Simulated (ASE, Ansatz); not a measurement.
**C(111) slab, H on the bottom face (144 atoms): support functions against a reference**

Aim: test how closely localised support functions follow the reference on C(111) slab, H on the bottom face (144 atoms), and at what cost. A setting counts as converged where the r.m.s. difference of forces stays under 1 % of the r.m.s. force.

Main program and level: Ansatz 0.2.0; Kohn-Sham DFT, PBE+D3(BJ), PAW (set soft_2), plane waves.

**1. Starting point**

The cell holds 144 atoms: 128 C and 16 H. Its edges and angles: a = 10.089 Å, b = 10.089 Å, c = 17.783 Å, α = 90.0°, β = 90.0°, γ = 120.0°. It derives from C (diamond-structure). Diamond-structure C (a = 3.567 Å), (111) slab of 8 atomic planes, 4 x 4 surface cells, H on the broken bonds of the bottom face, 10 Å of vacuum; displaced by a Gaussian of 0.02 Å. Regions: slab, 128 atoms (128 C); hydrogen, 16 atoms (16 H). Vacuum lies along c.

Before any run, some limits are plain. Beside vacuum, support functions can miss their usual error bounds without a warning. The main run has no spin polarisation, so any moments at edges, vacancies or dangling bonds can't form in it.

**2. Plane-wave single point**

The first run fixes the reference, at a cutoff of 420 eV.

File input.yaml:

```yaml
crystal:
  lattice:
    - [10.089, 0.0, 0.0]
    - [-5.0445, 8.73733, 0.0]
    - [0.0, 0.0, 17.78308]
  atoms:
    - { symbol: C, position: [0.33637, 0.91712, 0.37156] }
    - { symbol: C, position: [0.25108, 0.00238, 0.33999] }
    - { symbol: C, position: [0.1632, 0.83218, 0.48876] }
    - { symbol: C, position: [0.3326, 0.91378, 0.45844] }
    - { symbol: C, position: [0.25485, 0.00569, 0.60303] }
    - { symbol: C, position: [0.16814, 0.831, 0.57224] }
    - { symbol: C, position: [0.33152, 0.91537, 0.72073] }
    - { symbol: C, position: [0.25454, 0.00746, 0.69102] }
    - { symbol: C, position: [0.33537, 0.66856, 0.37203] }
    - { symbol: C, position: [0.2519, 0.7514, 0.34352] }
    - { symbol: C, position: [0.1656, 0.58272, 0.48676] }
    - { symbol: C, position: [0.32863, 0.66616, 0.45582] }
    - { symbol: C, position: [0.25428, 0.75313, 0.60027] }
    - { symbol: C, position: [0.16913, 0.58475, 0.57537] }
    - { symbol: C, position: [0.33239, 0.66546, 0.71869] }
    - { symbol: C, position: [0.24899, 0.75143, 0.68894] }
    - { symbol: C, position: [0.58218, 0.91184, 0.37274] }
    - { symbol: C, position: [0.50301, 0.00234, 0.34212] }
    - { symbol: C, position: [0.4161, 0.83264, 0.489] }
    - { symbol: C, position: [0.58299, 0.91862, 0.45768] }
    - { symbol: C, position: [0.50018, 0.99991, 0.6027] }
    - { symbol: C, position: [0.41896, 0.83166, 0.57284] }
    - { symbol: C, position: [0.58768, 0.91902, 0.71946] }
    - { symbol: C, position: [0.50346, 0.9995, 0.68953] }
    - { symbol: C, position: [0.33196, 0.41148, 0.37064] }
    - { symbol: C, position: [0.24891, 0.50044, 0.34159] }
    - { symbol: C, position: [0.16743, 0.33226, 0.48808] }
    - { symbol: C, position: [0.33259, 0.41617, 0.45904] }
    - { symbol: C, position: [0.24892, 0.49831, 0.6007] }
    - { symbol: C, position: [0.16682, 0.33361, 0.57453] }
    - { symbol: C, position: [0.32894, 0.41546, 0.71943] }
    - { symbol: C, position: [0.25084, 0.50252, 0.68887] }
    [... 106 atom lines left out ...]
    - { symbol: H, position: [0.49705, 0.24893, 0.28182] }
    - { symbol: H, position: [0.74849, 0.50062, 0.28181] }
    - { symbol: H, position: [0.00305, 0.74874, 0.27994] }
    - { symbol: H, position: [0.74972, 0.25043, 0.28404] }
    - { symbol: H, position: [0.0004, 0.49887, 0.28143] }
    - { symbol: H, position: [0.00263, 0.25108, 0.28181] }
kpoints:
  mp_grid: { grid: [2, 2, 1] }
hamiltonian:
  xc: pbe
  dispersion: d3bj
scf:
  occupations: { method: fermi_dirac, width: 0.05 }
output:
  forces: true
  populations: intrinsic
  dos:
    method: { smearing: { sigma: 0.08 } }
    de: 0.1
    projected:
      site_lists:
        C: [C]
        H: [H]
        hydrogen: [128, 129, 130, 131, 132, 133, 134, 135, 136, 137, 138, 139, 140, 141, 142, 143]
  eigenvalues: true
  write_density: true
  write_potential: true
  volumetric_format: npy
```

On the command line:

```console
$ ansatz run input.yaml --threads 8 --pin off --max-ram 15872MiB --backend cpu --events-out ev --progress --plain --runs-dir out
```

Numbers of over 12 decimals in the logs are rounded to 6 here.

Output:

```text
Engine: ansatz 0.2.0, aarch64-unknown-linux-gnu
Pseudopotentials: kind: paw
Pseudopotential: C, paw, valence charge 4, recommended cutoff 420 eV (normal), C.paw.azcp
Pseudopotential: H, paw, valence charge 1, recommended cutoff 420 eV (normal), H.paw.azcp
[... 5 lines on functional and potentials left out ...]
Crystal: 144 atoms, lattice volume = 1567.595 Å³
Basis set: ecut = 420 eV, 30671 PW (Γ), exchange–correlation on 144×144×240 points (8 copies of the dense FFT grid, shifted against one another)
Bands: 408, of which v1, the nominal top of the filled ones, is band 264 counted from 1 (263 counted from 0)
Symmetry: 1 space group operations
Space group: P1 (ITA 1), of the structure as read, at distance tolerance 1.2e-4 Å
k-points: 4
[... 5 lines on functional and potentials left out ...]
Initial density: superposition of atomic densities (neutral atoms: chi_scale 0, normalization atom), corrected by the library's trained network
Initial wavefunctions: pseudopotential atomic-orbital guess
Functional: x = pbe(κ = 0.804, μ = 0.219515), c = pbe(β = 0.066725)
SCF iter   1: F=—  HF=-32343.002342 eV  |F-HF|=—  |Δ(HF+E_count)|=         —  Δρ=1.84e-2  dr2=2.72e1  ethr=1.77e-3  ⟨swp⟩=7.5  Hψ=8716  notcnv=0  defer=463
preconditioner: auto → LDOS  [metal: Δε(μ)=0.040 eV  Ē_g=15.950 eV  σ=0.050 eV  W_gap=0.20  n_scr=324 (ndim 8)  ℏωp=21.6 eV  f_vac=0.425  D(μ)=51.25/eV (n_scr^D=372)  β→1.0]
SCF iter   2: F=—  HF=-32341.490875 eV  |F-HF|=—  |Δ(HF+E_count)|=    1.51e0  Δρ=1.07e-2  dr2=6.80e0  ethr=1.77e-3  ⟨swp⟩=3.0  Hψ=2278  notcnv=0  defer=525
SCF iter   3: F=—  HF=-32341.367622 eV  |F-HF|=—  |Δ(HF+E_count)|=   1.23e-1  Δρ=8.82e-3  dr2=3.90e0  ethr=1.29e-3  ⟨swp⟩=3.0  Hψ=2494  notcnv=0  defer=519
SCF iter   4: F=—  HF=-32340.849141 eV  |F-HF|=—  |Δ(HF+E_count)|=   5.18e-1  Δρ=6.19e-3  dr2=2.14e0  ethr=7.39e-4  ⟨swp⟩=3.5  Hψ=2309  notcnv=0  defer=519
SCF iter   5: F=—  HF=-32340.689943 eV  |F-HF|=—  |Δ(HF+E_count)|=   1.59e-1  Δρ=4.07e-3  dr2=9.33e-1  ethr=4.06e-4  ⟨swp⟩=2.0  Hψ=1338  notcnv=0  defer=520
SCF iter   6: F=—  HF=-32340.638487 eV  |F-HF|=—  |Δ(HF+E_count)|=   5.15e-2  Δρ=2.14e-3  dr2=2.47e-1  ethr=1.77e-4  ⟨swp⟩=2.5  Hψ=1725  notcnv=0  defer=521
SCF iter   7: F=—  HF=-32340.626658 eV  |F-HF|=—  |Δ(HF+E_count)|=   1.18e-2  Δρ=1.35e-3  dr2=9.21e-2  ethr=4.68e-5  ⟨swp⟩=2.0  Hψ=2096  notcnv=0  defer=521
SCF iter   8: F=—  HF=-32340.619638 eV  |F-HF|=—  |Δ(HF+E_count)|=   7.02e-3  Δρ=9.47e-4  dr2=4.99e-2  ethr=1.74e-5  ⟨swp⟩=2.0  Hψ=2021  notcnv=0  defer=521
SCF iter   9: F=—  HF=-32340.615198 eV  |F-HF|=—  |Δ(HF+E_count)|=   4.44e-3  Δρ=7.09e-4  dr2=1.49e-2  ethr=9.45e-6  ⟨swp⟩=2.0  Hψ=1920  notcnv=0  defer=521
SCF iter  10: F=—  HF=-32340.612472 eV  |F-HF|=—  |Δ(HF+E_count)|=   2.73e-3  Δρ=3.58e-4  dr2=2.85e-3  ethr=2.82e-6  ⟨swp⟩=2.0  Hψ=2032  notcnv=0  defer=521
[...]
SCF iter  13: F=—  HF=-32340.613301 eV  |F-HF|=—  |Δ(HF+E_count)|=   4.74e-6  Δρ=7.91e-5  dr2=1.67e-4  ethr=8.57e-8  ⟨swp⟩=2.0  Hψ=1900  notcnv=0  defer=521
SCF iter  14: F=—  HF=-32340.613337 eV  |F-HF|=—  |Δ(HF+E_count)|=   3.60e-5  Δρ=4.63e-5  dr2=6.15e-5  ethr=3.17e-8  ⟨swp⟩=2.0  Hψ=1937  notcnv=0  defer=521
SCF iter  15: F=—  HF=-32340.612493 eV  |F-HF|=—  |Δ(HF+E_count)|=   8.45e-4  Δρ=2.50e-5  dr2=2.06e-5  ethr=1.16e-8  ⟨swp⟩=3.0  Hψ=2614  notcnv=0  defer=525
SCF iter  16: F=—  HF=-32340.612504 eV  |F-HF|=—  |Δ(HF+E_count)|=   1.16e-5  Δρ=1.61e-5  dr2=8.80e-6  ethr=3.91e-9  ⟨swp⟩=2.8  Hψ=1965  notcnv=0  defer=525
SCF iter  17: F=—  HF=-32340.612508 eV  |F-HF|=—  |Δ(HF+E_count)|=   4.10e-6  Δρ=1.03e-5  dr2=2.96e-6  ethr=1.67e-9  ⟨swp⟩=2.8  Hψ=1939  notcnv=0  defer=525
SCF iter  18: F=—  HF=-32340.612509 eV  |F-HF|=—  |Δ(HF+E_count)|=   4.09e-7  Δρ=6.55e-6  dr2=1.15e-6  ethr=5.60e-10  ⟨swp⟩=2.2  Hψ=1827  notcnv=0  defer=525
SCF iter  19: F=—  HF=-32340.612509 eV  |F-HF|=—  |Δ(HF+E_count)|=   3.53e-7  Δρ=4.33e-6  dr2=5.94e-7  ethr=2.18e-10  ⟨swp⟩=2.0  Hψ=1749  notcnv=0  defer=525
SCF iter  20: F=—  HF=-32340.612509 eV  |F-HF|=—  |Δ(HF+E_count)|=   5.10e-8  Δρ=2.59e-6  dr2=2.72e-7  ethr=1.13e-10  ⟨swp⟩=2.0  Hψ=1667  notcnv=0  defer=525
SCF iter  21: F=—  HF=-32340.612509 eV  |F-HF|=—  |Δ(HF+E_count)|=   4.10e-8  Δρ=1.87e-6  dr2=1.46e-7  ethr=5.15e-11  ⟨swp⟩=2.2  Hψ=1656  notcnv=0  defer=525
SCF iter  22: F=-32340.612509 eV  HF=-32340.612509 eV  |F-HF|=1.52e-8  |Δ(HF+E_count)|=   2.86e-8  Δρ=1.34e-6  dr2=5.83e-8  ethr=1.89e-11  ⟨swp⟩=32.2  Hψ=20032  notcnv=0
SCF 1 converged in 22 iterations: F = -32340.612509 eV  dr2 = 5.83e-8
  greatest PAW one-centre occupation: 0.661 electrons in one spin orbital (limit 2), on the C atom at site 54 (counted from 0), in its partial waves of l = 0
WARN: The output density's exchange-correlation potential varies sharply where the density is thin. Do not read a vacuum level from v_tot or v_xc, or from such a field of the output density. On a cell that repeats whose density bears no net charge and no dipole along the vacuum's axis use v_es (v_loc + v_h of the components); [...]
SCF converged after 22 iterations
Free energy (F): -32340.612509 eV
Harris-Foulkes:  -32340.612509 eV  (|F-HF|=1.52e-8)
Internal energy: -32339.887096 eV  (E = F + TS)
E sigma→0 (E₀):  -32340.249803 eV
Entropy (-TS):   -0.725413 eV (-5.038 meV/atom)
Fermi energy:    4.480672 eV
--- Per-component energies (eV) ---
  E_band       = -2555.249109
  E_kinetic    = 11935.165125
  E_local      = -242894.275256  (includes V_loc(G=0)·N_el)
  E_nonlocal   = 3450.112245
  E_hartree    = 116841.731578
  E_xc         = -6343.157992
  E_vxc        = -7876.212444  (∫ρ·V_xc dr)
  E_paw        = -12701.261941  (= ΣΔE_a)
  E_vpaw       = -853.424539  (= ΣTr[D̂ρ^β])
  E_aug_tail   = -0.021025  (compensation charges beyond the density's cutoff)
  E_ewald      = 97392.850214
  E_disp       = -21.030045  (pairwise vdW)
  E_smearing   = -0.725413  (= −TS)
  E_closure    = -0.000000  (closes the sum)
  Σ components = -32340.612509   (vs F -32340.612509, Δ=0.00e0)
--- Forces (eV/Å), atoms counted from 1 ---
  atom   1  C     -0.96628639     0.16344159    -1.02187878
  atom   2  C      0.18267110    -0.62477969     3.95622459
  atom   3  C      1.11773334     0.27868971    -2.13644170
  atom   4  C     -0.56620866     0.91605103     0.56069497
  atom   5  C     -0.40697562    -1.59302707    -0.91795476
  atom   6  C     -0.77188992     1.69860972     2.08211105
  atom   7  C      0.52378068     0.47681711    -4.35120297
  atom   8  C     -0.09324590    -2.17752171     3.91731610
  atom   9  C     -0.57986070    -0.56084240    -2.07803715
  atom  10  C     -0.09581363     0.11225879    -0.31987617
  atom  11  C      0.24664512     0.51311322    -0.03073837
  atom  12  C      2.18428153     0.39135353     2.29202700
  atom  13  C     -0.21846360    -1.10933621     0.64486353
  atom  14  C     -0.56357036    -0.09529640    -1.52194749
[...]
atom 143  H      0.00665497     0.07099540    -0.68767171
  atom 144  H     -0.10607551    -0.09572210    -0.70100468
  max |Σ_I F_I| component: 5.13e-4 eV/Å
--- Band table (eV) ---
  k-point 0: bands = ["-17.5138", "-16.3086", "-16.0626", "-16.0482", [... 392 levels ...], "13.4711", "13.5105", "13.5220", "13.5513", "13.5969", "13.6188", "13.6453", "13.6506", "13.6745", "13.6875", "13.7064", "13.7531"]
[...]
--- intrinsic populations: 144 sites ---
  site symbol       q [e]
     0      C      3.9814
     1      C      4.1805
     2      C      3.9955
[...]
143      H      0.8419
  spilling = 0.000000 (of n_electrons = 528.000000)
```

Elapsed: 96 s, on 8 threads of Arm Neoverse V2, shared host; peak memory 11 GiB.

Reading the cycles: dr2 is the Hartree energy of the density residual (eV), the measure of convergence; HF is the Harris–Foulkes estimate of the energy, which meets the free energy F at convergence.

The program notes that the exchange-correlation potential is rough where the density is thin.

The run gave:

- free energy: -32340.6125 eV
- free energy per atom: -224.5876 eV/atom
- SCF cycles: 22
- r.m.s. force component: 1.526 eV/Å
- longest force: 5.491 eV/Å
- Fermi energy: 4.481 eV
- levels partly filled by over 2 per cent: 61

Neighbours are counted within 1.85 Å (C-C), 1.34 Å (C-H).

Length of the force by element and coordination:

```tsv
element	coordination	atoms	mean length of the force (eV/Å)	spread	least	most
C	all	128	2.38	1.44	0.352	5.49
C	3	16	4.27	0.217	3.82	4.76
C	4	112	2.11	1.33	0.352	5.49
H	all	16	0.899	0.652	0.161	2.81
```

Intrinsic-atomic-orbital charges by element and coordination:

```tsv
element	coordination	atoms	mean charge (e)	spread	least	most
C	all	128	-0.0195	0.0573	-0.183	0.0422
C	3	16	-0.0218	0.0116	-0.0481	-0.0028
C	4	112	-0.0192	0.061	-0.183	0.0422
H	all	16	0.156	0.0119	0.136	0.180
```

By region:

```tsv
region	atoms	mean length of the force (eV/Å)	net charge (e)
slab	128	2.38	-2.5
hydrogen	16	0.899	2.5
```

States in the cell by windows of 1 eV, zero at the Fermi level; the larger projections on atomic orbitals stand beside the total:

```tsv
from (eV)	to (eV)	total	C p	C s
-18	-17	18.6	7.4	10.8
-17	-16	22.8	8.7	13.6
-16	-15	14.8	5.9	8.6
-15	-14	22.3	9.7	12.2
-14	-13	14.2	7.5	6.2
-13	-12	29.6	19.4	9.4
-12	-11	29.7	19.1	9.6
-11	-10	15.4	10.7	4.2
-10	-9	32.9	25.3	6.2
-9	-8	29.0	23.9	4.0
-8	-7	44.3	38.7	4.2
-7	-6	51.4	45.5	3.5
-6	-5	52.1	47.4	2.4
-5	-4	43.0	40.5	1.6
-4	-3	32.6	30.5	0.9
-3	-2	15.3	14.5	0.6
-2	-1	5.6	5.5	0.0
-1	0	12.5	10.7	1.6
0	1	20.5	17.9	2.3
1	2	0.0	0.0	0.0
2	3	3.5	0.6	0.2
3	4	8.8	2.4	1.7
4	5	24.5	8.9	5.4
```

The curve was stored every 0.100 eV, coarse against its broadening of 0.08 eV, so these counts are rough.

Between -22 and -18 eV lie 37 more states.

The levels nearest the highest filled one (over half full), pooled over k-points and spins:

```tsv
level less the highest filled one (eV)	occupation
-0.0334	1.33
-0.033	1.32
-0.0216	1.22
-0.0167	1.17
-0.0086	1.09
0	1.00
0.001	0.995
0.0027	0.979
0.005	0.955
0.0086	0.919
0.0117	0.888
0.016	0.846
```

Planar average of the electrostatic potential energy along the normal, with the Fermi level as zero, after a running mean with a triangular window 4 Å wide at its base:

```tsv
height (Å)	potential energy (eV)
0.0	4.16
0.4	3.98
1.0	3.74
1.5	3.56
2.1	3.32
2.5	3.11
3.0	2.82
3.6	2.13
4.0	1.20
4.6	-1.38
5.0	-4.14
5.5	-6.87
6.1	-10.05
6.5	-11.48
7.1	-12.02
7.6	-12.10
8.0	-12.12
8.6	-12.11
9.0	-12.11
9.6	-12.09
10.1	-12.05
10.5	-11.96
11.1	-11.68
11.6	-11.38
12.2	-10.53
12.6	-8.95
13.0	-6.36
13.6	-2.08
14.1	1.02
14.7	3.92
15.1	4.80
15.6	4.95
16.2	4.80
16.6	4.63
17.2	4.40
17.6	4.22
```

Valence density in the ca plane at fractional y = 0.000, with atoms of C and H within 0.2 Å of it. It is the smooth field of the valence electrons, not physical close to the nuclei.

Values in e/Å³, 13 rows by 16 columns, each cell a mean:
```
0.0 0.0 0.0 0.0 0.5 1.3 0.4 0.4 0.3 1.2 1.1 1.0 0.1 0.0 0.0 0.0
0.0 0.0 0.0 0.0 0.1 0.6 0.5 1.1 0.5 0.7 0.3 0.6 0.1 0.0 0.0 0.0
0.0 0.0 0.0 0.0 0.5 1.3 0.4 0.3 0.2 1.2 1.1 1.0 0.1 0.0 0.0 0.0
0.0 0.0 0.0 0.0 0.8 1.5 0.4 0.2 0.2 1.2 1.4 1.2 0.1 0.0 0.0 0.0
0.0 0.0 0.0 0.0 0.1 0.5 0.5 1.1 0.5 0.6 0.3 0.7 0.1 0.0 0.0 0.0
0.0 0.0 0.0 0.0 0.3 1.0 0.4 0.6 0.3 1.0 0.7 1.0 0.1 0.0 0.0 0.0
0.0 0.0 0.0 0.0 1.0 1.7 0.4 0.2 0.2 1.4 1.5 1.2 0.1 0.0 0.0 0.0
0.0 0.0 0.0 0.0 0.2 0.7 0.5 0.8 0.4 0.8 0.4 0.7 0.1 0.0 0.0 0.0
0.0 0.0 0.0 0.0 0.2 0.7 0.4 0.8 0.4 0.8 0.5 0.8 0.1 0.0 0.0 0.0
0.0 0.0 0.0 0.0 1.1 1.7 0.4 0.2 0.2 1.4 1.4 1.2 0.1 0.0 0.0 0.0
0.0 0.0 0.0 0.0 0.3 1.0 0.4 0.5 0.3 0.9 0.7 1.0 0.1 0.0 0.0 0.0
0.0 0.0 0.0 0.0 0.1 0.6 0.5 1.0 0.5 0.7 0.3 0.7 0.1 0.0 0.0 0.0
0.0 0.0 0.0 0.0 0.8 1.5 0.4 0.2 0.2 1.3 1.3 1.1 0.1 0.0 0.0 0.0
```
Columns run along c (17.8 Å), rows up along a (10.1 Å). Atoms in or near the plane, at fractional coordinates: C at (0.34, 0.25), C at (0.60, 0.25), C at (0.69, 0.25), C at (0.34, 0.50), C at (0.60, 0.50), C at (0.69, 0.50), C at (0.34, 0.75), C at (0.60, 0.75), C at (0.69, 0.75), C at (0.34, 0.00), C at (0.60, 0.00), C at (0.69, 0.00), H at (0.28, 0.25), H at (0.28, 0.50) and more.

Electrostatic potential energy in the ca plane at fractional y = 0.000, with atoms of C and H within 0.2 Å of it. With pseudopotentials it is smooth inside the atoms' cores, unlike the true potential.

Values in eV, 13 rows by 16 columns, each cell a mean:
```
  8   8   8   7  -4 -25   0   2   3 -24 -15 -15   9  10   9   9
  8   8   8   7   6   0  -1  -6   0  -2   4   0   8  10   9   9
  8   8   8   7  -4 -26  -1   2   3 -22 -16 -15   8  10   9   9
  8   8   8   7 -11 -33  -1   3   4 -28 -24 -24   8  10   9   9
  8   8   8   7   6   1   0  -5   1  -1   3  -2   8  10   9   9
  8   8   8   7   2 -13   1   0   2 -12  -7 -10   8  10   9   9
  8   8   8   6 -17 -42  -1   4   4 -37 -28 -28   9  10   9   9
  8   8   8   7   5  -4   0  -2   1  -5   1  -2   8  10   9   9
  8   8   8   7   5  -4   1  -2   1  -6   0  -3   8  10   9   9
  8   8   8   6 -18 -43   0   4   4 -38 -27 -30   8  10   9   9
  8   8   8   7   2 -13   2   0   2 -11  -5  -9   8  10   9   9
  8   8   8   7   6   0   0  -4   0  -2   3  -2   8  10   9   9
  8   8   8   7 -12 -34  -1   4   3 -30 -23 -23   9  10   9   9
```
Columns run along c (17.8 Å; values clipped at the 3rd and 97th percentile), rows up along a (10.1 Å). Atoms in or near the plane, at fractional coordinates: C at (0.34, 0.25), C at (0.60, 0.25), C at (0.69, 0.25), C at (0.34, 0.50), C at (0.60, 0.50), C at (0.69, 0.50), C at (0.34, 0.75), C at (0.60, 0.75), C at (0.69, 0.75), C at (0.34, 0.00), C at (0.60, 0.00), C at (0.69, 0.00), H at (0.28, 0.25), H at (0.28, 0.50) and more.

Mean intrinsic-atomic-orbital charges: C -0.02, H +0.16 e. Charges this small depend on the projection, at times even in sign. By these charges the region 'hydrogen' has given 2.5 e to 'slab'; where the regions aren't neutral units, this includes their ionic charge. Within 0.4 eV of the Fermi level the largest share is C p (87 % of the projected weight). The potential slopes across the vacuum by 0.40 eV/Å: the slab bears a dipole, and with periodic images along the normal there is no flat vacuum level to read.

**3. Distances and neighbours**

Bonds and neighbours are counted at the geometry of the runs.

Normalised to the volume that the atoms fill. Pair distribution functions g(r), in bins of 0.1 Å:

```tsv
r (Å)	total	C-C	C-H	H-H
0.95	0.00	0.00	0.00	0.00
1.05	0.65	0.00	3.27	0.00
1.15	0.26	0.00	1.33	0.00
1.25	0.00	0.00	0.00	0.00
1.35	0.00	0.00	0.00	0.00
1.45	0.43	0.54	0.00	0.00
1.55	6.10	7.72	0.00	0.00
1.65	0.18	0.22	0.00	0.00
1.75	0.00	0.00	0.00	0.00
1.85	0.00	0.00	0.00	0.00
1.95	0.00	0.00	0.00	0.00
2.05	0.00	0.00	0.00	0.00
2.15	0.64	0.00	3.26	0.00
2.25	0.04	0.00	0.20	0.00
2.35	0.00	0.00	0.00	0.00
2.45	1.58	1.89	0.00	7.05
2.55	5.94	6.99	0.00	33.70
2.65	0.05	0.02	0.14	0.00
2.75	0.80	0.00	4.02	0.00
2.85	0.11	0.10	0.13	0.00
2.95	4.37	5.53	0.00	0.00
3.05	0.30	0.38	0.00	0.00
3.15	0.00	0.00	0.00	0.00
3.25	0.04	0.00	0.22	0.00
3.35	0.25	0.00	1.27	0.00
3.45	0.29	0.06	1.25	0.00
3.55	1.30	1.63	0.08	0.00
3.65	0.18	0.22	0.00	0.00
3.75	0.00	0.00	0.00	0.00
3.85	1.88	2.36	0.09	0.00
3.95	1.07	1.12	0.93	0.00
4.05	0.00	0.00	0.02	0.00
4.15	0.28	0.00	1.42	0.00
4.25	0.25	0.02	1.19	0.00
4.35	3.61	4.35	0.13	12.20
4.45	0.74	0.72	0.76	1.38
4.55	0.41	0.31	0.84	0.00
4.65	2.05	2.43	0.63	0.00
4.75	0.04	0.02	0.11	0.00
4.85	0.00	0.00	0.01	0.00
4.95	0.34	0.13	1.18	0.44
5.05	1.51	1.73	0.13	9.54
5.15	0.26	0.05	1.12	0.20
5.25	2.13	2.58	0.45	0.00
```

Bonds by pair of elements; cutoffs follow the first minimum of g(r), held within bounds set by covalent radii, and pairs that aren't listed don't count as bonded:

```tsv
pair A-B	cutoff (Å)	bonds	mean length (Å)	spread (Å)	shortest (Å)	B about A	A about B
C-C	1.85	240	1.54	0.03	1.46	3.75	3.75
C-H	1.34	16	1.09	0.029	1.03	0.125	1
```

How many atoms have how many bonded neighbours:

```tsv
element	mean	1	3	4
C	3.88	0	16	112
H	1	16	0	0
```

Bond angles, per cent of each kind in bins of 5°:

```tsv
angle (°)	C-C-C	C-C-H
105–110	65.3	60.4
110–115	34.7	39.6
```

Bond angles (no mean is given where the spread exceeds 20°):

```tsv
angle	count	mean (°)	spread (°)
C-C-C	672	109	1.6
C-C-H	48	110	1.9
```

[end of part 1 of 2]

[Logs are printed without paths, hosts, clocks, repeated set-up lines and the standing remarks that a program may print on its own settings, such as how far it seeks lower states.]

[Hosts, paths, dates, database ids (printed as entryN), source tags and the programs' standing remarks are cut or masked in the printed files.]
